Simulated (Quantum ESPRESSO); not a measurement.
Consider Al2O3 (Corundum, R-3c).

```
CELL_PARAMETERS angstrom
2.38025 1.37424 4.33187
-2.38025 1.37424 4.33187
0.00000 -2.74848 4.33187
ATOMIC_POSITIONS crystal
Al 0.85216 0.85216 0.85216
Al 0.64784 0.64784 0.64784
Al 0.14784 0.14784 0.14784
Al 0.35216 0.35216 0.35216
O 0.05668 0.75000 0.44332
O 0.75000 0.44332 0.05668
O 0.44332 0.05668 0.75000
O 0.94332 0.25000 0.55668
O 0.25000 0.55668 0.94332
O 0.55668 0.94332 0.25000
```

Absorber: atom 1, with 3 O at 1.85 Å and 3 O at 1.97 Å (distorted octahedral, site symmetry 3). Method: Quantum ESPRESSO XSpectra, PBE, full core hole (charged cell), 10-atom cell with 4.8 Å between holes, 7×7×7 k points, dipole transitions, Lorentzian half width 0.3 eV up to 4 eV, rising linearly to 2.5 eV at 25 eV (counted from xe0, 2.7 eV below the zero used here).

Question: Predict the near-edge structure at the Al K edge.

Main maxima up to 24 eV above the zero (height): 4.4 eV (2.53). A K edge sees empty p states on the absorber. The total-energy difference plus the lowest empty eigenvalue puts the zero at 1574.71 eV. One term is added: -13.99 eV, since the hole is spin-paired here and a spin-polarised one costs that much less in the free atom (computed apart). The photon energy is then 1560.72 eV. The tabulated edge of the element is 1559 eV. The functional and the charged cell's background leave an error of a few eV in such absolute values.

The Al K spectrum (energy from the lowest empty level; intensity scaled to a mean of 1 over the first 20 eV; the points at xe0, where the cut of filled states can leave a spike, are interpolated; polarised curves are means over the symmetry-equivalent atoms):

```tsv
E (eV)	isotropic	ε ⊥ c	ε ∥ c
-2.0	0.03	0.03	0.03
-1.4	0.04	0.03	0.04
-0.8	0.04	0.04	0.05
-0.2	0.05	0.05	0.06
0.4	0.07	0.07	0.08
1.0	0.10	0.10	0.12
1.6	0.18	0.16	0.21
2.2	0.31	0.28	0.37
2.8	0.72	0.64	0.88
3.4	1.75	1.60	2.04
4.0	2.44	2.14	3.05
4.6	2.48	2.31	2.83
5.2	2.19	2.24	2.08
5.8	1.81	1.91	1.62
6.4	1.62	1.73	1.42
7.0	1.58	1.65	1.43
7.6	1.57	1.59	1.51
8.2	1.57	1.59	1.53
8.8	1.50	1.51	1.46
9.4	1.27	1.27	1.26
10.0	1.05	1.06	1.01
10.6	0.92	0.97	0.80
11.2	0.86	0.95	0.67
11.8	0.83	0.93	0.61
12.4	0.79	0.89	0.58
13.0	0.74	0.82	0.58
13.6	0.71	0.77	0.60
14.2	0.69	0.72	0.63
14.8	0.68	0.69	0.66
15.4	0.67	0.65	0.69
16.0	0.65	0.62	0.70
16.6	0.63	0.60	0.70
17.2	0.61	0.57	0.69
17.8	0.59	0.55	0.67
18.4	0.57	0.53	0.65
19.0	0.56	0.52	0.63
19.6	0.55	0.52	0.60
20.2	0.54	0.52	0.58
20.8	0.53	0.52	0.56
21.4	0.53	0.53	0.54
22.0	0.53	0.53	0.53
22.6	0.53	0.54	0.52
23.2	0.53	0.54	0.51
23.8	0.53	0.54	0.50
24.4	0.52	0.54	0.48
25.0	0.51	0.54	0.47
25.6	0.51	0.54	0.45
26.2	0.50	0.53	0.44
26.8	0.50	0.53	0.43
27.4	0.49	0.53	0.42
28.0	0.49	0.53	0.42
28.6	0.50	0.53	0.42
29.2	0.50	0.53	0.43
29.8	0.51	0.53	0.45
30.4	0.51	0.53	0.47
31.0	0.51	0.52	0.49
31.6	0.51	0.52	0.51
```

The holes are only 4.8 Å apart, so the shape is probably not converged with cell size; no larger cell was run here. The structure is a published determination, not relaxed.

[Banner, clock and machine lines of the logs are left out without a mark of their own.]

[Logs are printed without paths, hosts, clocks, repeated set-up lines and the standing remarks that a program may print on its own settings, such as how far it seeks lower states.]

[Hosts, paths, dates, database ids (printed as entryN), source tags and the programs' standing remarks are cut or masked in the printed files.]

[Lists of maxima count a maximum above −3 eV only where it reaches 4 % of the highest in the window and stands out from its surroundings by 2 % of it (1.5 % where it reaches 55 %); shoulders and weaker maxima are passed over, and of the rest the first, up to two pre-edge ones and the few strongest are named.]
